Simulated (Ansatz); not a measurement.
## Atom list for Twisted 1T-ZrS2 monolayer on bilayer, 21.79° (63 atoms)

1T-ZrS2 (a = 3.66 Å) under 1T-ZrS2 (a = 3.66 Å), monolayer on bilayer, commensurate cell of 7 unit cells a layer, twist 21.79 deg; facing planes 3.22, 3.18 Å apart; 14 Å of vacuum; layers as built, displaced by a Gaussian of 0.01 Å.

This is the geometry as built. Method: Kohn-Sham DFT, PBE+D3(BJ), PAW (set soft_2), plane waves (Ansatz 0.2.0); cutoff 420 eV, k-mesh 3×3×1, gaussian smearing of 0.05 eV.

Cell vectors (Å):

```
9.683 0.000 0.000
-4.842 8.386 0.000
0.000 0.000 29.160
```

Positions (Å):

```
1 Zr -0.008 0.015 8.463
2 S 0.714 2.011 9.914
3 S 2.074 0.392 7.002
4 Zr -0.702 3.600 8.475
5 S -0.002 5.588 9.922
6 S 1.385 3.985 7.008
7 Zr -1.394 7.188 8.465
8 S 4.139 0.798 9.916
9 S 0.691 7.581 7.023
10 Zr 2.772 2.401 8.460
11 S 3.458 4.392 9.910
12 S 4.850 2.791 6.994
13 Zr 2.083 5.973 8.467
14 S 2.765 7.989 9.932
15 S 4.129 6.406 6.989
16 Zr 6.215 1.207 8.477
17 S 6.916 3.196 9.905
18 S 8.304 1.598 6.998
19 Zr 5.526 4.764 8.455
20 S -3.442 6.787 9.907
21 S -2.058 5.189 7.002
22 Zr 0.706 1.993 14.609
23 S 1.386 3.990 16.055
24 S 2.750 2.377 13.156
25 Zr -0.007 5.555 14.598
26 S 0.686 7.592 16.050
27 S 2.091 5.990 13.135
28 Zr 4.162 0.798 14.605
29 S 4.835 2.788 16.071
30 S 6.229 1.203 13.136
31 Zr 3.464 4.373 14.607
32 S 4.161 6.404 16.052
33 S 5.531 4.792 13.136
34 Zr 2.755 7.992 14.597
35 S 8.290 1.599 16.064
36 S 0.001 0.015 13.140
37 Zr 6.930 3.192 14.578
38 S -2.079 5.183 16.053
39 S -0.698 3.590 13.121
40 Zr -3.476 6.768 14.610
41 S 2.070 0.402 16.053
42 S -1.387 7.190 13.149
43 Zr -2.084 5.984 20.702
44 S -0.693 7.601 22.181
45 S -0.002 5.579 19.245
46 Zr -0.002 0.005 20.705
47 S 1.375 1.597 22.160
48 S -2.760 7.994 19.243
49 Zr 0.692 3.603 20.696
50 S 2.081 5.197 22.162
51 S 2.778 3.195 19.232
52 Zr 1.396 7.198 20.702
53 S 7.604 0.399 22.159
54 S 3.473 6.804 19.244
55 Zr 3.465 1.205 20.692
56 S 4.837 2.782 22.165
57 S 5.536 0.786 19.237
58 Zr 4.156 4.784 20.700
59 S 5.554 6.406 22.152
60 S 6.226 4.402 19.231
61 Zr 6.916 2.394 20.704
62 S -1.374 4.004 22.152
63 S -0.696 2.002 19.216
```

Predict the forces and charges.

Columns: atom, q, fx, fy, fz (forces in eV/Å, q the Löwdin charge in e).

```
1 0.81 0.006 -0.141 0.040
2 -0.34 -0.108 -0.073 0.050
3 -0.34 -0.001 0.078 0.080
4 0.80 0.200 -0.001 -0.110
5 -0.34 0.019 -0.017 0.013
6 -0.33 -0.021 0.041 0.041
7 0.80 0.071 -0.038 -0.036
8 -0.33 0.076 0.056 0.063
9 -0.34 0.052 0.072 0.034
10 0.80 -0.150 -0.149 -0.083
11 -0.32 0.111 -0.035 0.130
12 -0.32 -0.012 0.011 0.042
13 0.81 -0.133 0.255 -0.063
14 -0.35 0.032 0.011 -0.102
15 -0.34 0.149 -0.116 0.245
16 0.81 0.106 -0.356 -0.089
17 -0.32 -0.061 0.031 0.208
18 -0.34 -0.060 0.023 0.176
19 0.81 0.055 0.448 -0.129
20 -0.34 -0.204 -0.066 0.008
21 -0.33 -0.132 -0.034 0.068
22 0.79 -0.193 -0.218 0.019
23 -0.33 -0.014 0.048 0.038
24 -0.33 0.151 0.164 -0.103
25 0.81 0.064 0.368 -0.181
26 -0.34 0.028 -0.121 -0.023
27 -0.35 -0.103 -0.072 0.192
28 0.80 -0.126 -0.171 -0.010
29 -0.34 0.102 0.078 -0.120
30 -0.33 -0.054 -0.007 -0.011
31 0.81 -0.008 0.139 -0.070
32 -0.33 -0.117 -0.148 -0.056
33 -0.33 -0.043 -0.044 0.046
34 0.80 0.128 -0.062 -0.045
35 -0.34 -0.025 0.022 -0.235
36 -0.34 -0.014 -0.076 0.105
37 0.80 -0.092 -0.076 0.144
38 -0.33 0.040 -0.027 -0.007
39 -0.33 0.060 0.008 0.109
40 0.80 0.167 0.258 -0.182
41 -0.33 0.022 -0.003 -0.074
42 -0.35 0.024 -0.066 0.102
43 0.80 0.186 0.223 -0.068
44 -0.35 0.057 -0.059 -0.316
45 -0.34 0.044 0.128 0.026
46 0.80 0.123 0.111 -0.170
47 -0.34 0.065 0.062 -0.126
48 -0.33 -0.029 -0.056 0.137
49 0.81 0.021 -0.101 -0.079
50 -0.34 0.024 -0.043 -0.132
51 -0.34 0.001 0.049 0.098
52 0.81 -0.206 -0.139 -0.015
53 -0.32 0.028 0.076 -0.017
54 -0.33 -0.098 -0.105 0.148
55 0.80 -0.113 -0.200 0.045
56 -0.33 0.082 0.135 -0.108
57 -0.33 0.040 0.123 0.049
58 0.81 -0.044 0.083 -0.034
59 -0.33 -0.154 -0.124 0.007
60 -0.33 -0.040 -0.103 0.126
61 0.81 0.069 0.033 -0.164
62 -0.33 -0.070 -0.107 -0.011
63 -0.34 0.019 0.017 0.383
```

 The Löwdin charges lack the electrons that the projection spills, 0.045 e an atom on average.

The r.m.s. force component is 0.118 eV/Å; the longest force, 0.470 eV/Å, acts on Zr19.

[Logs are printed without paths, hosts, clocks, repeated set-up lines and the standing remarks that a program may print on its own settings, such as how far it seeks lower states.]

[Hosts, paths, dates, database ids (printed as entryN), source tags and the programs' standing remarks are cut or masked in the printed files.]
